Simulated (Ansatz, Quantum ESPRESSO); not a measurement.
**SrFeO3 (Pm-3m): zone-centre phonons**

Wanted: the vibrations of SrFeO3 (Pm-3m) at Γ, by two programs.

Method: DFT LDA, scalar-relativistic, plane waves, PseudoDojo norm-conserving pseudopotentials, in Quantum ESPRESSO 7.5.

## Step 1: The starting structure

The structure is cubic, space group Pm-3m (No. 221). The conventional cell has a = 3.829 Å, b = 3.829 Å, c = 3.829 Å, α = 90.00°, β = 90.00°, γ = 90.00°. Nearest to Sr lie 12 O at 2.71 Å. Fe has 6 O at 1.91 Å nearest. O has 2 Fe at 1.91 Å and 4 Sr at 2.71 Å nearest. Farther neighbours and most contacts between anions are not listed.

## Step 2: A first look

Before anything dear is run, a loose run with smearing shows whether this is a metal and how far the cell is from rest.

The input, probe.in:

```
 &control
    calculation='scf',
    prefix='x',
    outdir='./tmp',
    pseudo_dir='./pseudo',
    tprnfor=.true.,
    tstress=.true.,
    verbosity='high',
 /
 &system
    ibrav=1,
    celldm(1)=7.23540945,
    nat=5,
    ntyp=3,
    ecutwfc=90.0,
    occupations='smearing',
    smearing='gaussian',
    degauss=0.01,
    nspin=2,
    starting_magnetization(2)=0.25,
 /
 &electrons
    conv_thr=1.0d-07,
    mixing_beta=0.4,
    electron_maxstep=100,
 /
ATOMIC_SPECIES
 Sr     87.6200  Sr.upf
 Fe     55.8450  Fe.upf
 O      15.9990  O.upf
ATOMIC_POSITIONS crystal
 Sr     0.000000000   0.000000000   0.000000000
 Fe     0.500000000   0.500000000   0.500000000
 O      0.000000000   0.500000000   0.500000000
 O      0.500000000   0.000000000   0.500000000
 O      0.500000000   0.500000000   0.000000000
K_POINTS automatic
 6 6 6 0 0 0
```

Command:

```bash
$ OMP_NUM_THREADS=1 mpirun -n 8 pw.x -nk 8 -in probe.in > probe.out
```

Output:

```text
[banners, grids, parts of the stress and lines that vanish by symmetry left out]
Program PWSCF v.7.5
     bravais-lattice index     =            1
     lattice parameter (alat)  =       7.2354  a.u.
[...]
kinetic-energy cutoff     =      90.0000  Ry
     charge density cutoff     =     360.0000  Ry
     scf convergence threshold =      1.0E-07
[...]
Exchange-correlation= SLA  PW   NOGX NOGC
                           (   1   4   0   0   0   0   0)
[...]
48 Sym. Ops., with inversion, found
[...]
(     0          1          0      )
                  (     0          0          1      )
[...]
(  0.0000000  1.0000000  0.0000000 )
                  (  0.0000000  0.0000000  1.0000000 )
[...]
(     0         -1          0      )
[...]
atom   3 (R=0.206)  charge=  5.2367  magn=  0.1595
     atom   4 (R=0.206)  charge=  5.2367  magn=  0.1595
     atom   5 (R=0.206)  charge=  5.2367  magn=  0.1595
     End of self-consistent calculation
[...]
the Fermi energy is    10.7183 ev
!    total energy              =    -418.37307179 Ry
[...]
convergence has been achieved in  13 iterations
[...]
atom    1 type  1   force =     0.00000000    0.00000000    0.00000000
     atom    2 type  2   force =     0.00000000    0.00000000    0.00000000
     atom    3 type  3   force =     0.00000000    0.00000000    0.00000000
     atom    4 type  3   force =     0.00000000    0.00000000    0.00000000
     atom    5 type  3   force =     0.00000000    0.00000000    0.00000000
[...]
Total force =     0.000000     Total SCF correction =     0.000000
[...]
total   stress  (Ry/bohr**3)                   (kbar)     P=     -121.77
[...]
XML data file, charge density, pseudopotentials, collected wavefunctions

   JOB DONE.

[key lines of the parts left out:]
total magnetization       =     3.40 Bohr mag/cell
```

Elapsed: 16 s, on 8 MPI ranks of Arm Neoverse V1, shared host.

Read from the output:

| Item | Value |
| --- | --- |
| volume per atom | 11.23 Å³ |
| pressure | -12.18 GPa |
| gap on the k-mesh | 0 eV |
| site moments | 0.0106, 2.592, 0.1595, 0.1595, 0.1595 μB |

No gap opens on this mesh, so smearing is kept; the start stands at -12 GPa.

## Step 3: Relaxation

The relaxation runs at a cutoff a fifth above that of the response, since stress converges more slowly with the basis than frequencies do. Forces and stress are brought to rest with tight thresholds.

The input, relax.in:

```
 &control
    calculation='vc-relax',
    prefix='x',
    outdir='./tmp',
    pseudo_dir='./pseudo',
    tprnfor=.true.,
    tstress=.true.,
    forc_conv_thr=2.0d-05,
    etot_conv_thr=1.0d-07,
    nstep=40,
 /
 &system
    ibrav=1,
    celldm(1)=7.23540945,
    nat=5,
    ntyp=3,
    ecutwfc=108,
    occupations='smearing',
    smearing='mv',
    degauss=0.02,
    nspin=2,
    starting_magnetization(2)=0.178,
    starting_magnetization(3)=0.03,
 /
 &electrons
    conv_thr=1.0d-11,
    mixing_beta=0.4,
    electron_maxstep=100,
 /
 &ions
 /
 &cell
    press_conv_thr=0.2,
 /
ATOMIC_SPECIES
 Sr     87.6200  Sr.upf
 Fe     55.8450  Fe.upf
 O      15.9990  O.upf
ATOMIC_POSITIONS crystal
 Sr     0.000000000   0.000000000   0.000000000
 Fe     0.500000000   0.500000000   0.500000000
 O      0.000000000   0.500000000   0.500000000
 O      0.500000000   0.000000000   0.500000000
 O      0.500000000   0.500000000   0.000000000
K_POINTS automatic
 6 6 6 0 0 0
```

Command:

```bash
$ OMP_NUM_THREADS=1 mpirun -n 8 pw.x -nk 8 -in relax.in > relax.out
```

Output:

```text
[banners, grids, parts of the stress and lines that vanish by symmetry left out]
[banner, memory and clock lines left out]
Program PWSCF v.7.5

[...]
kinetic-energy cutoff     =     108.0000  Ry
     charge density cutoff     =     432.0000  Ry
     scf convergence threshold =      1.0E-11
[...]
energy convergence thresh.=      1.0E-07
     force convergence thresh. =      2.0E-05
     press convergence thresh. =      2.0E-01
     Exchange-correlation= SLA  PW   NOGX NOGC
                           (   1   4   0   0   0   0   0)
[...]
48 Sym. Ops., with inversion, found
[...]
number of k points=    20  Marzari-Vanderbilt smearing, width (Ry)=  0.0200
[...]
atom   1 (R=0.292)  charge=  7.5237  magn=  0.0106
     atom   2 (R=0.206)  charge= 12.8566  magn=  2.5788
     atom   3 (R=0.206)  charge=  5.2376  magn=  0.1550
     atom   4 (R=0.206)  charge=  5.2376  magn=  0.1550
     atom   5 (R=0.206)  charge=  5.2376  magn=  0.1550
     End of self-consistent calculation
[...]
the Fermi energy is    10.7416 ev
!    total energy              =    -418.37319054 Ry
[...]
convergence has been achieved in  17 iterations
[...]
atom    1 type  1   force =     0.00000000    0.00000000    0.00000000
     atom    2 type  2   force =     0.00000000    0.00000000    0.00000000
     atom    3 type  3   force =     0.00000000    0.00000000    0.00000000
     atom    4 type  3   force =     0.00000000    0.00000000    0.00000000
     atom    5 type  3   force =     0.00000000    0.00000000    0.00000000
     Total force =     0.000000     Total SCF correction =     0.000000
[...]
total   stress  (Ry/bohr**3)                   (kbar)     P=     -122.11
[...]
number of bfgs steps    =   0
[...]
CELL_PARAMETERS (alat=  7.23540945)
[...]
ATOMIC_POSITIONS (crystal)
Sr               0.0000000000        0.0000000000        0.0000000000
Fe               0.5000000000        0.5000000000        0.5000000000
O                0.0000000000        0.5000000000        0.5000000000
O                0.5000000000        0.0000000000        0.5000000000
[...]
New effective cutoffs (rho, wfc):  449.04  112.61
[...]
atom   1 (R=0.286)  charge=  7.4555  magn=  0.0124
     atom   2 (R=0.202)  charge= 12.7704  magn=  2.3344
     atom   3 (R=0.202)  charge=  5.1736  magn=  0.1347
     atom   4 (R=0.202)  charge=  5.1736  magn=  0.1347
     atom   5 (R=0.202)  charge=  5.1736  magn=  0.1347
     End of self-consistent calculation
[...]
the Fermi energy is    11.8328 ev
!    total energy              =    -418.38576615 Ry
[...]
convergence has been achieved in  12 iterations
[...]
atom    1 type  1   force =     0.00000000    0.00000000    0.00000000
     atom    2 type  2   force =     0.00000000    0.00000000    0.00000000
     atom    3 type  3   force =     0.00000000    0.00000000    0.00000000
     atom    4 type  3   force =     0.00000000    0.00000000    0.00000000
     atom    5 type  3   force =     0.00000000    0.00000000    0.00000000
     Total force =     0.000000     Total SCF correction =     0.000000
[...]
total   stress  (Ry/bohr**3)                   (kbar)     P=      -32.32
[...]
number of bfgs steps    =   1
[...]
CELL_PARAMETERS (alat=  7.23540945)
[...]
ATOMIC_POSITIONS (crystal)
[...]
New effective cutoffs (rho, wfc):  455.58  114.25
[...]
atom    4 type  3   force =     0.00000000    0.00000000    0.00000000
[...]
Total force =     0.000000     Total SCF correction =     0.000000
[...]
total   stress  (Ry/bohr**3)                   (kbar)     P=        7.31
[...]
number of bfgs steps    =   2
[...]
CELL_PARAMETERS (alat=  7.23540945)
[...]
ATOMIC_POSITIONS (crystal)
[...]
New effective cutoffs (rho, wfc):  454.38  113.95
[...]
End of self-consistent calculation
[...]
the Fermi energy is    12.1434 ev
!    total energy              =    -418.38647623 Ry
[...]
convergence has been achieved in  12 iterations
[...]
Total force =     0.000000     Total SCF correction =     0.000000
[...]
total   stress  (Ry/bohr**3)                   (kbar)     P=       -0.37
[...]
number of bfgs steps    =   3
[...]
CELL_PARAMETERS (alat=  7.23540945)
[...]
ATOMIC_POSITIONS (crystal)
[...]
New effective cutoffs (rho, wfc):  454.44  113.96
[...]
atom   3 (R=0.202)  charge=  5.1856  magn=  0.1328
     atom   4 (R=0.202)  charge=  5.1856  magn=  0.1328
     atom   5 (R=0.202)  charge=  5.1856  magn=  0.1328
     End of self-consistent calculation
[...]
the Fermi energy is    12.1468 ev
!    total energy              =    -418.38647632 Ry
[...]
convergence has been achieved in   8 iterations
[...]
atom    3 type  3   force =     0.00000000    0.00000000    0.00000000
     atom    4 type  3   force =     0.00000000    0.00000000    0.00000000
     atom    5 type  3   force =     0.00000000    0.00000000    0.00000000
     Total force =     0.000000     Total SCF correction =     0.000000
[...]
total   stress  (Ry/bohr**3)                   (kbar)     P=       -0.00
[...]
bfgs converged in   5 scf cycles and   4 bfgs steps
[...]
End of BFGS Geometry Optimization
     Final enthalpy           =    -418.3864763213 Ry
     File ./tmp/x.bfgs deleted, as requested
[...]
CELL_PARAMETERS (alat=  7.23540945)
[...]
ATOMIC_POSITIONS (crystal)
[...]
O                0.5000000000        0.0000000000        0.5000000000
O                0.5000000000        0.5000000000        0.0000000000
[...]
Final scf calculation at the relaxed structure.
[...]
kinetic-energy cutoff     =     108.0000  Ry
     charge density cutoff     =     432.0000  Ry
     scf convergence threshold =      1.0E-13
[...]
press convergence thresh. =      2.0E-01
     Exchange-correlation= SLA  PW   NOGX NOGC
                           (   1   4   0   0   0   0   0)
[...]
48 Sym. Ops., with inversion, found
[...]
number of k points=    20  Marzari-Vanderbilt smearing, width (Ry)=  0.0200
[...]
c_bands:  1 eigenvalues not converged
     c_bands:  1 eigenvalues not converged
     c_bands:  1 eigenvalues not converged
[...]
atom   1 (R=0.286)  charge=  7.4657  magn=  0.0132
     atom   2 (R=0.202)  charge= 12.7798  magn=  2.2886
     atom   3 (R=0.202)  charge=  5.1856  magn=  0.1328
     atom   4 (R=0.202)  charge=  5.1856  magn=  0.1328
     atom   5 (R=0.202)  charge=  5.1856  magn=  0.1328
     End of self-consistent calculation
[...]
the Fermi energy is    12.1467 ev
!    total energy              =    -418.38645748 Ry
[...]
convergence has been achieved in  17 iterations
[...]
atom    1 type  1   force =     0.00000000    0.00000000    0.00000000
     atom    2 type  2   force =     0.00000000    0.00000000    0.00000000
     atom    3 type  3   force =     0.00000000    0.00000000    0.00000000
     atom    4 type  3   force =     0.00000000    0.00000000    0.00000000
     atom    5 type  3   force =     0.00000000    0.00000000    0.00000000
     Total force =     0.000000     Total SCF correction =     0.000000
[...]
total   stress  (Ry/bohr**3)                   (kbar)     P=       -0.04
[...]
XML data file, charge density, pseudopotentials, collected wavefunctions


[key lines of the parts left out:]
total magnetization       =     3.00 Bohr mag/cell
```

Elapsed: 1.8 min, on 8 MPI ranks.

The steps of the relaxation:

| step | energy less that of the first step (eV) | largest force (eV/Å) | pressure (GPa) | volume (Å³) |
| --- | --- | --- | --- | --- |
| 1 | 0.0000 | 0.0000 | -12.21 | 56.13 |
| 2 | -0.1711 | 0.0000 | -3.23 | 52.71 |
| 3 | -0.1803 | 0.0000 | 0.73 | 51.58 |
| 4 | -0.1808 | 0.0000 | -0.04 | 51.78 |
| 5 | -0.1808 | 0.0000 | 0.00 | 51.77 |
| 6 | -0.1805 | 0.0000 | 0.00 | 51.77 |

| conventional cell, symmetrised | before | after | change |
| --- | --- | --- | --- |
| a (Å) | 3.829 | 3.727 | -2.7 % |
| b (Å) | 3.829 | 3.727 | -2.7 % |
| c (Å) | 3.829 | 3.727 | -2.7 % |
| volume (Å³/atom) | 11.23 | 10.35 | -7.8 % |

The relaxed structure:

```
CELL_PARAMETERS angstrom
3.72702 0.00000 0.00000
0.00000 3.72702 0.00000
0.00000 0.00000 3.72702
ATOMIC_POSITIONS crystal
Sr 0.00000 0.00000 0.00000
Fe 0.50000 0.50000 0.50000
O 0.00000 0.50000 0.50000
O 0.50000 0.00000 0.50000
O 0.50000 0.50000 0.00000
```

The last row of the table of steps is pw.x's closing run on a basis chosen anew for the final cell, so its energy can jump.

Numbers from this step:

| Item | Value |
| --- | --- |
| volume per atom | 10.35 Å³ |
| pressure | -0.004 GPa |
| site moments | 0.0132, 2.289, 0.1328, 0.1328, 0.1328 μB |

The volume changes by -7.8 % from the cell with which this run began.

## Step 4: Self-consistent run for the response

Perturbation theory inherits every error of the wavefunctions, so the threshold is set near the limit of the arithmetic. Smearing stays on, as the first look found no gap above 0.3 eV.

The input, scf.in:

```
 &control
    calculation='scf',
    prefix='x',
    outdir='./tmp',
    pseudo_dir='./pseudo',
    tprnfor=.true.,
    tstress=.true.,
 /
 &system
    ibrav=1,
    celldm(1)=7.04304906,
    nat=5,
    ntyp=3,
    ecutwfc=90.0,
    occupations='smearing',
    smearing='mv',
    degauss=0.02,
    nspin=2,
    starting_magnetization(2)=0.158,
    starting_magnetization(3)=0.025,
 /
 &electrons
    conv_thr=1.0d-12,
    mixing_beta=0.4,
    electron_maxstep=100,
 /
ATOMIC_SPECIES
 Sr     87.6200  Sr.upf
 Fe     55.8450  Fe.upf
 O      15.9990  O.upf
ATOMIC_POSITIONS crystal
 Sr     0.000000000   0.000000000   0.000000000
 Fe     0.500000000   0.500000000   0.500000000
 O      0.000000000   0.500000000   0.500000000
 O      0.500000000   0.000000000   0.500000000
 O      0.500000000   0.500000000   0.000000000
K_POINTS automatic
 6 6 6 0 0 0
```

Command:

```bash
$ OMP_NUM_THREADS=1 mpirun -n 8 pw.x -nk 8 -in scf.in > scf.out
```

Output:

```text
[banners, grids, parts of the stress and lines that vanish by symmetry left out]
[banner, memory and clock lines left out]
Program PWSCF v.7.5

[...]
kinetic-energy cutoff     =      90.0000  Ry
     charge density cutoff     =     360.0000  Ry
     scf convergence threshold =      1.0E-12
[...]
Exchange-correlation= SLA  PW   NOGX NOGC
                           (   1   4   0   0   0   0   0)
[...]
48 Sym. Ops., with inversion, found
[...]
number of k points=    20  Marzari-Vanderbilt smearing, width (Ry)=  0.0200
[...]
atom   1 (R=0.292)  charge=  7.4353  magn=  0.0130
     atom   2 (R=0.206)  charge= 12.7438  magn=  2.2820
     atom   3 (R=0.206)  charge=  5.1545  magn=  0.1322
     atom   4 (R=0.206)  charge=  5.1545  magn=  0.1322
     atom   5 (R=0.206)  charge=  5.1545  magn=  0.1322
     End of self-consistent calculation
[...]
the Fermi energy is    12.1467 ev
!    total energy              =    -418.38637920 Ry
[...]
convergence has been achieved in  16 iterations
[...]
atom    1 type  1   force =     0.00000000    0.00000000    0.00000000
     atom    2 type  2   force =     0.00000000    0.00000000    0.00000000
     atom    3 type  3   force =     0.00000000    0.00000000    0.00000000
     atom    4 type  3   force =     0.00000000    0.00000000    0.00000000
     atom    5 type  3   force =     0.00000000    0.00000000    0.00000000
     Total force =     0.000000     Total SCF correction =     0.000000
[...]
total   stress  (Ry/bohr**3)                   (kbar)     P=       -0.26
[...]
XML data file, charge density, pseudopotentials, collected wavefunctions


[key lines of the parts left out:]
total magnetization       =     3.00 Bohr mag/cell
```

It took 18 s on 8 MPI ranks.

Read from the output:

* pressure: -0.02600 GPa
* site moments: 0.013, 2.282, 0.1322, 0.1322, 0.1322 μB

The cell stands at -0.026 GPa, close enough for phonons.

(Part 1 of 3 ends here.)

[Host names and launcher messages were left out of these logs when they were recorded.]

[Logs are printed without paths, hosts, clocks, repeated set-up lines and the standing remarks that a program may print on its own settings, such as how far it seeks lower states.]

[Hosts, paths, dates, database ids (printed as entryN), source tags and the programs' standing remarks are cut or masked in the printed files.]
